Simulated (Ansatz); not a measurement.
# Phonons of Li2Mo in the C11b ordering

The plan: relax Li2Mo in the C11b ordering, check its phonons, and, if the lattice is stable, compute its Eliashberg function and ρ(T).

Program: Ansatz 0.2.0. Level of theory: DFT PBEsol, scalar-relativistic, plane waves, PAW. Results are calculated unless marked as measured.

The structure was built from a prototype and need not be the compound's stable phase.

**1. Starting point**

Symmetry: I4/mmm, No. 139, tetragonal system. The conventional cell has a = 3.384 Å, b = 3.384 Å, c = 10.153 Å, α = 90.00°, β = 90.00°, γ = 90.00°. Mo has 8 Li at 2.93 Å nearest. Nearest to Li lie 4 Li at 2.93 Å and 4 Mo at 2.93 Å. Farther neighbours are not listed.

**2. Rough relaxation**

The start is far from rest, so a relaxation with loose thresholds does the first part.

Contents of input.yaml:

```yaml
crystal:
  lattice:
    - [3.38417, 0.0, 0.0]
    - [0.0, 3.38417, 0.0]
    - [1.69209, 1.69209, 5.07626]
  atoms:
    - { symbol: Mo, position: [0.0, 0.0, 0.0] }
    - { symbol: Li, position: [0.66666667, 0.66666667, 0.66666667] }
    - { symbol: Li, position: [0.33333333, 0.33333333, 0.33333333] }
kpoints:
  mp_grid: { grid: [6, 6, 6] }
hamiltonian:
  xc: pbesol
scf:
  occupations: { method: gaussian, width: 0.1 }
output:
  forces: true
  stress: true
  eigenvalues: true
relax:
  adjacent_minimum: "off"
  f_tol: 0.05
  max_steps: 80
  cell: { stress_tol: 0.5 }
```

Started as:

```console
$ ansatz run input.yaml --threads 4 --pin off --max-ram 8192MiB --backend cpu --events-out ev --progress --plain --runs-dir out
```

Numbers of over 12 decimals in the logs are rounded to 6 here.

The program printed:

```text
The last accepted step is kept in <dir> (removed where the run ends without a failure and the disk answers)
Engine: ansatz 0.2.0, x86_64-unknown-linux-gnu
Pseudopotentials: kind: paw
Pseudopotential: Mo, paw, valence charge 14, recommended cutoff 420 eV (normal), Mo.paw.azcp
Pseudopotential: Li, paw, valence charge 3, recommended cutoff 420 eV (normal), Li.paw.azcp
Functional definition: PBEsol
  exchange = pbesol_x
  correlation = pbesol_c
Crystal: 3 atoms, lattice volume = 58.136 Å³
Basis set: ecut = 420 eV, 1157 PW (Γ), exchange–correlation on 48×48×80 points (8 copies of the dense FFT grid, shifted against one another)
Bands: 14, of which v1, the nominal top of the filled ones, is band 10 counted from 1 (9 counted from 0)
Symmetry: 16 space group operations
Space group: I4/mmm (ITA 139), of the structure as read, at distance tolerance 3.9e-5 Å
k-points: 30 of 216
Non-local potential: Mo, projectors of the file, l = 0: 3, l = 1: 2, l = 2: 2, l = 3: 1
Non-local potential: Li, projectors of the file, l = 0: 3, l = 1: 2, l = 2: 1
PAW form: soft (Blöchl's): semilocal exchange-correlation on the pseudo side does not see the compensation charge
PAW frozen core: Mo, regenerated for the run's functional, and the local potential with it (the file was generated under x = pbe(κ = 0.804, μ = 0.219515), c = pbe(β = 0.066725))
PAW one-centre angular grid: Mo, 590 points (default); XC on 64 Gauss nodes
PAW one-centre angular grid: Li, 110 points (default); XC on 64 Gauss nodes
Initial density: superposition of atomic densities (neutral atoms: chi_scale 0, normalization atom), corrected by the library's trained network
Initial wavefunctions: pseudopotential atomic-orbital guess
Functional: x = pbesol(κ = 0.804, μ = 0.123457), c = pbesol(β = 0.046)
SCF iter   1: F=—  HF=-5300.113169 eV  |F-HF|=—  |Δ(HF+E_count)|=         —  Δρ=1.00e-2  dr2=3.97e-2  ethr=1.77e-3  ⟨swp⟩=3.7  Hψ=1887  notcnv=0
preconditioner: auto → Kerker (q_TF=auto, 2.284 Å⁻¹)  [metal: Δε(μ)=0.063 eV  Ē_g=2.859 eV  σ=0.100 eV  W_gap=0.34  n_scr=10 (ndim 8)  ℏωp=13.8 eV  f_vac=0.000  D(μ)=4.25/eV (n_scr^D=48)]
SCF iter   2: F=—  HF=-5300.103103 eV  |F-HF|=—  |Δ(HF+E_count)|=   1.01e-2  Δρ=4.12e-3  dr2=7.94e-3  ethr=1.99e-4  ⟨swp⟩=1.0  Hψ=660  notcnv=0
SCF iter   3: F=—  HF=-5300.100995 eV  |F-HF|=—  |Δ(HF+E_count)|=   2.11e-3  Δρ=7.87e-4  dr2=2.83e-4  ethr=3.97e-5  ⟨swp⟩=2.3  Hψ=641  notcnv=0
SCF iter   4: F=—  HF=-5300.100949 eV  |F-HF|=—  |Δ(HF+E_count)|=   4.59e-5  Δρ=1.84e-4  dr2=3.27e-5  ethr=1.42e-6  ⟨swp⟩=1.1  Hψ=438  notcnv=0
SCF iter   5: F=—  HF=-5300.100936 eV  |F-HF|=—  |Δ(HF+E_count)|=   1.34e-5  Δρ=9.10e-5  dr2=4.05e-6  ethr=1.63e-7  ⟨swp⟩=2.9  Hψ=720  notcnv=0
SCF iter   6: F=—  HF=-5300.100935 eV  |F-HF|=—  |Δ(HF+E_count)|=   1.10e-6  Δρ=1.28e-5  dr2=2.13e-7  ethr=2.02e-8  ⟨swp⟩=2.6  Hψ=671  notcnv=0
SCF iter   7: F=-5300.100935 eV  HF=-5300.100935 eV  |F-HF|=8.08e-9  |Δ(HF+E_count)|=   3.74e-8  Δρ=2.92e-6  dr2=1.28e-8  ethr=5.00e-10  ⟨swp⟩=4.1  Hψ=1268  notcnv=0
SCF 1 converged in 7 iterations: F = -5300.100935 eV  dr2 = 1.28e-8
  greatest PAW one-centre occupation: 1.000 electrons in one spin orbital (limit 2), on the Li atom at site 2 (counted from 0), in its partial waves of l = 0
relax step   1: F+E_penalty+E_count = -5300.10093491 eV  Δ(F+E_penalty+E_count) = +0.000e0 eV  max|allowed force component| = 1.440e-1 eV/Å  Δτ_max = 0.0000 Å  P = -12.135 GPa  Ω = 58.136 Å³  (7 SCF iters, dr2 threshold 1.00e-7 eV, accepted)
Crystal: 3 atoms, lattice volume = 52.236 Å³
Basis set: ecut = 420 eV, 1005 PW (Γ), exchange–correlation on 48×48×80 points (8 copies of the dense FFT grid, shifted against one another)
Initial density: handed on by an earlier stage of this run
Initial wavefunctions: those handed on with the density
iter 1 solved again at ethr=1.19e-3 eV; its pass at ethr=3.10e-3 eV (dr2=2.37e-1 eV) is discarded
SCF iter   1: F=—  HF=-5300.728748 eV  |F-HF|=—  |Δ(HF+E_count)|=         —  Δρ=1.35e-2  dr2=2.37e-1  ethr=1.19e-3  ⟨swp⟩=1.0  Hψ=2626  notcnv=0
preconditioner: auto → Kerker (q_TF=auto, 2.325 Å⁻¹)  [metal: Δε(μ)=0.012 eV  Ē_g=3.218 eV  σ=0.100 eV  W_gap=0.07  n_scr=10 (ndim 8)  ℏωp=14.5 eV  f_vac=0.000  D(μ)=3.04/eV (n_scr^D=32)]
SCF iter   2: F=—  HF=-5300.690388 eV  |F-HF|=—  |Δ(HF+E_count)|=   3.84e-2  Δρ=3.87e-3  dr2=8.43e-3  ethr=1.18e-3  ⟨swp⟩=2.0  Hψ=598  notcnv=0
SCF iter   3: F=—  HF=-5300.689455 eV  |F-HF|=—  |Δ(HF+E_count)|=   9.33e-4  Δρ=2.00e-3  dr2=2.69e-3  ethr=4.21e-5  ⟨swp⟩=1.1  Hψ=457  notcnv=0
SCF iter   4: F=—  HF=-5300.688886 eV  |F-HF|=—  |Δ(HF+E_count)|=   5.69e-4  Δρ=3.25e-4  dr2=1.26e-4  ethr=1.35e-5  ⟨swp⟩=2.6  Hψ=663  notcnv=0
SCF iter   5: F=—  HF=-5300.688865 eV  |F-HF|=—  |Δ(HF+E_count)|=   2.14e-5  Δρ=1.16e-4  dr2=1.06e-5  ethr=6.30e-7  ⟨swp⟩=2.0  Hψ=494  notcnv=0
SCF iter   6: F=-5300.688862 eV  HF=-5300.688862 eV  |F-HF|=4.31e-8  |Δ(HF+E_count)|=   2.22e-6  Δρ=1.61e-5  dr2=1.58e-7  ethr=1.50e-9  ⟨swp⟩=3.4  Hψ=1796  notcnv=0
SCF 2 converged in 6 iterations: F = -5300.688862 eV  dr2 = 1.58e-7
relax step   2: F+E_penalty+E_count = -5300.68886227 eV  Δ(F+E_penalty+E_count) = -5.879e-1 eV  max|allowed force component| = 2.578e-1 eV/Å  Δτ_max = 0.0212 Å  P = -10.985 GPa  Ω = 52.236 Å³  energy of the carried Pulay correction = +2.865e-4 eV  (6 SCF iters, dr2 threshold 3.00e-7 eV, accepted)
Crystal: 3 atoms, lattice volume = 47.310 Å³
Basis set: ecut = 420 eV, 941 PW (Γ), exchange–correlation on 48×48×80 points (8 copies of the dense FFT grid, shifted against one another)
iter 1 solved again at ethr=1.30e-3 eV; its pass at ethr=3.10e-3 eV (dr2=2.59e-1 eV) is discarded
SCF iter   1: F=—  HF=-5301.282859 eV  |F-HF|=—  |Δ(HF+E_count)|=         —  Δρ=1.43e-2  dr2=2.58e-1  ethr=1.30e-3  ⟨swp⟩=1.0  Hψ=2848  notcnv=0
preconditioner: auto → Kerker (q_TF=auto, 2.364 Å⁻¹)  [metal: Δε(μ)=0.038 eV  Ē_g=3.572 eV  σ=0.100 eV  W_gap=0.21  n_scr=10 (ndim 8)  ℏωp=15.3 eV  f_vac=0.000  D(μ)=1.79/eV (n_scr^D=12)]
SCF iter   2: F=—  HF=-5301.243416 eV  |F-HF|=—  |Δ(HF+E_count)|=   3.94e-2  Δρ=4.30e-3  dr2=1.23e-2  ethr=1.29e-3  ⟨swp⟩=2.0  Hψ=589  notcnv=0
SCF iter   3: F=—  HF=-5301.241733 eV  |F-HF|=—  |Δ(HF+E_count)|=   1.68e-3  Δρ=2.11e-3  dr2=3.65e-3  ethr=6.14e-5  ⟨swp⟩=1.0  Hψ=444  notcnv=0
SCF iter   4: F=—  HF=-5301.240892 eV  |F-HF|=—  |Δ(HF+E_count)|=   8.41e-4  Δρ=3.61e-4  dr2=1.52e-4  ethr=1.83e-5  ⟨swp⟩=2.4  Hψ=604  notcnv=0
SCF iter   5: F=—  HF=-5301.240840 eV  |F-HF|=—  |Δ(HF+E_count)|=   5.14e-5  Δρ=1.21e-4  dr2=5.61e-6  ethr=7.58e-7  ⟨swp⟩=2.0  Hψ=531  notcnv=0
[...]
relax step   9: F+E_penalty+E_count = -5302.40273856 eV  Δ(F+E_penalty+E_count) = -6.380e-2 eV  max|allowed force component| = 1.482e-1 eV/Å  Δτ_max = 0.0550 Å  P = +2.165 GPa  Ω = 42.056 Å³  energy of the carried Pulay correction = +8.606e-4 eV  (6 SCF iters, dr2 threshold 3.00e-7 eV, accepted)
relax step  10: F+E_penalty+E_count = -5302.46668832 eV  Δ(F+E_penalty+E_count) = -6.395e-2 eV  max|allowed force component| = 9.920e-2 eV/Å  Δτ_max = 0.0165 Å  P = +1.033 GPa  Ω = 42.756 Å³  energy of the carried Pulay correction = +8.174e-4 eV  (6 SCF iters, dr2 threshold 3.00e-7 eV, accepted)
relax step  11: F+E_penalty+E_count = -5302.47315221 eV  Δ(F+E_penalty+E_count) = -6.464e-3 eV  max|allowed force component| = 1.318e-1 eV/Å  Δτ_max = 0.0510 Å  P = +0.794 GPa  Ω = 43.595 Å³  energy of the carried Pulay correction = +7.664e-4 eV  (6 SCF iters, dr2 threshold 3.00e-7 eV, accepted)
relax step  12: F+E_penalty+E_count = -5302.47953247 eV  Δ(F+E_penalty+E_count) = -6.380e-3 eV  max|allowed force component| = 3.767e-2 eV/Å  Δτ_max = 0.0258 Å  P = -1.220 GPa  Ω = 44.149 Å³  energy of the carried Pulay correction = +7.332e-4 eV  (6 SCF iters, dr2 threshold 3.00e-7 eV, accepted)
relax step  13: F+E_penalty+E_count = -5302.48136082 eV  Δ(F+E_penalty+E_count) = -1.828e-3 eV  max|allowed force component| = 7.962e-3 eV/Å  Δτ_max = 0.0006 Å  P = +0.469 GPa  Ω = 43.392 Å³  energy of the carried Pulay correction = +7.787e-4 eV  (6 SCF iters, dr2 threshold 3.00e-7 eV, accepted)
relax step  14: F+E_penalty+E_count = -5302.48170306 eV  Δ(F+E_penalty+E_count) = -3.422e-4 eV  max|allowed force component| = 3.043e-4 eV/Å  Δτ_max = 0.0010 Å  P = +0.011 GPa  Ω = 43.609 Å³  energy of the carried Pulay correction = +7.656e-4 eV  (6 SCF iters, dr2 threshold 3.00e-7 eV, accepted)
relax step  15: F+E_penalty+E_count = -5302.54840587 eV  Δ(F+E_penalty+E_count) = -6.670e-2 eV  max|allowed force component| = 2.576e-3 eV/Å  Δτ_max = 0.0000 Å  P = +1.769 GPa  Ω = 43.609 Å³  stress off target by 5.09e0 GPa  SCF on the basis re-selected at this cell (its energy is not comparable with the rows above)  (6 SCF iters)
relax step  16: F+E_penalty+E_count = -5302.58129881 eV  Δ(F+E_penalty+E_count) = -3.289e-2 eV  max|allowed force component| = 8.729e-3 eV/Å  Δτ_max = 0.0138 Å  P = +1.014 GPa  Ω = 44.656 Å³  energy of the carried Pulay correction = -6.640e-5 eV  (6 SCF iters, dr2 threshold 3.00e-7 eV, accepted)
relax step  17: F+E_penalty+E_count = -5302.59643201 eV  Δ(F+E_penalty+E_count) = -1.513e-2 eV  max|allowed force component| = 9.288e-3 eV/Å  Δτ_max = 0.0188 Å  P = +0.205 GPa  Ω = 45.920 Å³  energy of the carried Pulay correction = -1.450e-4 eV  (6 SCF iters, dr2 threshold 3.00e-7 eV, accepted)
Basis set: ecut = 420 eV, 865 PW (Γ), exchange–correlation on 36×36×100 points (8 copies of the dense FFT grid, shifted against one another)
iter 1 solved again at ethr=1.20e-7 eV; its pass at ethr=3.10e-3 eV (dr2=2.40e-5 eV) is discarded
SCF iter   1: F=—  HF=-5302.596655 eV  |F-HF|=—  |Δ(HF+E_count)|=         —  Δρ=2.52e-4  dr2=8.96e-7  ethr=1.20e-7  ⟨swp⟩=3.0  Hψ=3109  notcnv=0
preconditioner: auto → none  [metal: Δε(μ)=0.055 eV  Ē_g=4.649 eV  σ=0.100 eV  W_gap=0.30  n_scr=4 (ndim 8)  ℏωp=15.5 eV  f_vac=0.000  D(μ)=1.54/eV (n_scr^D=4)]
SCF iter   2: F=—  HF=-5302.596618 eV  |F-HF|=—  |Δ(HF+E_count)|=   3.69e-5  Δρ=1.26e-4  dr2=3.32e-7  ethr=4.48e-9  ⟨swp⟩=2.2  Hψ=653  notcnv=0
SCF iter   3: F=—  HF=-5302.596609 eV  |F-HF|=—  |Δ(HF+E_count)|=   9.25e-6  Δρ=4.47e-5  dr2=3.79e-8  ethr=1.66e-9  ⟨swp⟩=2.3  Hψ=618  notcnv=0
iter 4 did not close the SCF: its close was put off for the readings that it lacked (scf_convergence_deferred on its scf_iter line)
SCF iter   4: F=-5302.596608 eV  HF=-5302.596608 eV  |F-HF|=5.48e-10  |Δ(HF+E_count)|=   1.33e-6  Δρ=1.29e-6  dr2=1.00e-9  ethr=1.89e-10  ⟨swp⟩=2.1  Hψ=688  notcnv=0
iter 5 did not close the SCF: its close was put off for the readings that it lacked (scf_convergence_deferred on its scf_iter line)
SCF iter   5: F=-5302.596608 eV  HF=-5302.596608 eV  |F-HF|=4.37e-11  |Δ(HF+E_count)|=  7.82e-11  Δρ=3.65e-7  dr2=1.98e-11  ethr=5.01e-12  ⟨swp⟩=2.4  Hψ=613  notcnv=0
SCF iter   6: F=-5302.596608 eV  HF=-5302.596608 eV  |F-HF|=1.82e-12  |Δ(HF+E_count)|=  4.46e-11  Δρ=3.81e-8  dr2=1.61e-12  ethr=1.00e-12  ⟨swp⟩=1.5  Hψ=990  notcnv=0
SCF 18 converged in 6 iterations: F = -5302.596608 eV  dr2 = 1.61e-12
relax step  18: F+E_penalty+E_count = -5302.59660770 eV  Δ(F+E_penalty+E_count) = -1.757e-4 eV  max|allowed force component| = 9.281e-3 eV/Å  Δτ_max = 0.0000 Å  P = +0.210 GPa  Ω = 45.920 Å³  stress off target by 4.98e-1 GPa  SCF on the basis re-selected at this cell (its energy is not comparable with the rows above)  (6 SCF iters)
basis re-selected at this cell: Δ(F+E_penalty+E_count) = -1.757e-4 eV, ΔP = +0.004 GPa vs the last step (what re-selecting the basis moved, of the pressure what is left beyond the Pulay correction that the steps carried, after the strain that the cell walked since its last selection, with what the two solves' SCF thresholds leave and, on support functions, any second-order correction that the steps lacked; it is no measure of the basis error at this ecutwfc). The dense FFT grid was sized anew with the basis: this SCF ran on 18×18×50 points, the steps before it on 18×18×48, so part of this shift can come from that change (see relax.cell in the input reference). [rest of the remark cut]
SCF converged after 6 iterations
Free energy (F): -5302.596608 eV
Harris-Foulkes:  -5302.596608 eV  (|F-HF|=1.82e-12)
Internal energy: -5302.588894 eV  (E = F + TS)
E sigma→0 (E₀):  -5302.592751 eV
Entropy (-TS):   -0.007713 eV (-2.571 meV/atom)
Fermi energy:    7.901647 eV
--- Per-component energies (eV) ---
  E_band       = -361.020673
  E_kinetic    = 486.689343
  E_local      = -2352.863121  (includes V_loc(G=0)·N_el)
  E_nonlocal   = 81.057709
  E_hartree    = 924.300038
  E_xc         = -202.750026
  E_vxc        = -254.874884  (∫ρ·V_xc dr)
  E_paw        = -3183.884950  (= ΣΔE_a)
  E_vpaw       = -169.629801  (= ΣTr[D̂ρ^β])
  E_aug_tail   = 0.000066  (compensation charges beyond the density's cutoff)
  E_ewald      = -1055.347253
  E_core_change = 0.209299  (= ΣΔE_core)
  E_smearing   = -0.007713  (= −TS)
  E_closure    = -0.000000  (closes the sum)
  Σ components = -5302.596608   (vs F -5302.596608, Δ=0.00e0)
--- Forces (eV/Å), atoms counted from 1 ---
  atom   1  Mo    -0.00000000     0.00000000     0.00000000
  atom   2  Li    -0.00000000    -0.00000000    -0.00928144
  atom   3  Li     0.00000000     0.00000000     0.00928144
  max |Σ_I F_I| component: 1.73e-18 eV/Å
--- Stress (GPa, compression-positive) ---
        0.065057       0.000000       0.000000
        0.000000       0.065057       0.000000
        0.000000       0.000000       0.498473
  P = ⅓ Tr σ = 0.2095 GPa (2.095 kbar)
--- Band table (eV; the first three rows and the last of 30) ---
  k-point 0: bands = [... 6 lower, 2.8730, 4.4491, 4.8419, 6.6079, 6.7920, 11.0100, 11.0100, 13.1260]
  k-point 1: bands = [... 6 lower, 2.8857, 4.4491, 4.8691, 6.1205, 7.3159, 11.0102, 11.0102, 13.1260]
  k-point 2: bands = [... 6 lower, 2.9121, 4.4491, 4.9505, 5.6740, 7.8221, 11.0106, 11.0106, 13.1260]
  k-point 29: bands = [... 6 lower, 3.2627, 6.4922, 6.5010, 9.8140, 12.3987, 12.7958, 14.2338, 15.1206]
--- Relaxed structure (16 steps of the walk, 16 accepted, 2 SCFs on fresh bases) ---
  F+E_penalty+E_count = -5302.59660770 eV   max|allowed force component| = 9.281e-3 eV/Å   (the final SCF, on the basis selected at the relaxed cell)
  cell:  # Å, volume = 45.9201 Å³
    - [2.521936, -3.056767899578235e-13, -1.2420247223831456e-6]
    - [-3.0567679006734747e-13, 2.521936, -1.2420247226055356e-6]
    - [1.260972, 1.260972, 7.219958]
  atoms:
    - { symbol: Mo, position: [-1.7086785092505843e-19, -1.7086573256261117e-19, 3.417325897361223e-19] }
    - { symbol: Li, position: [0.659963, 0.659963, 0.680074] }
    - { symbol: Li, position: [0.340037, 0.340037, 0.319926] }
```

The job ended after 5.6 s (4 threads of Intel Xeon 6975P-C (Granite Rapids), shared host; peak memory 0.39 GiB).

Relaxation path:

```
step  energy less that of the first step (eV)  largest force component (eV/Å)  pressure (GPa)  volume (Å³)
   1                                   0.0000                          0.1440          -12.13        58.14
   2                                  -0.5879                          0.2578          -10.98        52.24
   3                                  -1.1399                          0.2257           -9.07        47.31
   4                                  -1.5986                          0.1150           -5.35        43.07
   5                                  -1.9238                          0.0190            0.13        39.80
   6                                  -2.0781                          0.0743            2.97        39.16
   7                                  -2.1696                          0.0459            2.50        40.13
   8                                  -2.2380                          0.0719            1.21        41.41
   9                                  -2.3018                          0.1482            2.16        42.06
  10                                  -2.3658                          0.0992            1.03        42.76
  11                                  -2.3722                          0.1318            0.79        43.59
  12                                  -2.3786                          0.0377           -1.22        44.15
  13                                  -2.3804                          0.0080            0.47        43.39
  14                                  -2.3808                          0.0003            0.01        43.61
 15*                                  -2.4475                          0.0026            1.77        43.61
  16                                  -2.4804                          0.0087            1.01        44.66
  17                                  -2.4955                          0.0093            0.21        45.92
 18*                                  -2.4957                          0.0093            0.21        45.92
```

Relaxation steps marked * repeat the geometry before them on a plane-wave basis chosen anew for their cell, so energy and pressure can jump there.

Forces are held to the 16 operations that the run works with; a distortion that breaks them can't arise in this run.

```
     cell as run  before  after   change
           a (Å)   3.384  2.522  -25.5 %
           b (Å)   3.384  2.522  -25.5 %
           c (Å)   5.612  7.437  +32.5 %
           α (°)   72.45  80.24  +10.7 %
           β (°)   72.45  80.24  +10.7 %
volume (Å³/atom)   19.38  15.31  -21.0 %
```

The atoms that moved most (Å, as changes of fractional coordinates times the final cell):

```
atom     dx     dy      dz  length
 Li3  0.000  0.000  -0.097   0.097
 Li2  0.000  0.000   0.097   0.097
```

The relaxed structure:

```cif
data_structure
_symmetry_space_group_name_H-M 'P 1'
_symmetry_Int_Tables_number 1
_cell_length_a 2.5219
_cell_length_b 2.5219
_cell_length_c 7.4369
_cell_angle_alpha 80.238
_cell_angle_beta 80.238
_cell_angle_gamma 90.000
_cell_volume 45.92
loop_
_atom_site_label
_atom_site_type_symbol
_atom_site_fract_x
_atom_site_fract_y
_atom_site_fract_z
_atom_site_occupancy
Mo1 Mo 0.00000 0.00000 0.00000 1
Li2 Li 0.65996 0.65996 0.68007 1
Li3 Li 0.34004 0.34004 0.31993 1
```

Numbers from this step:

```
pressure          : 0.2095 GPa
volume per atom   : 15.31 Å³
metallic on mesh  : yes
gap on the k-mesh : 0 eV
```

The largest force is now 0.0093 eV/Å and the largest stress component 0.50 GPa.

(Continued in part 2 of 3.)

[Logs are printed without paths, hosts, clocks, repeated set-up lines and the standing remarks that a program may print on its own settings, such as how far it seeks lower states.]

[Hosts, paths, dates, database ids (printed as entryN), source tags and the programs' standing remarks are cut or masked in the printed files.]
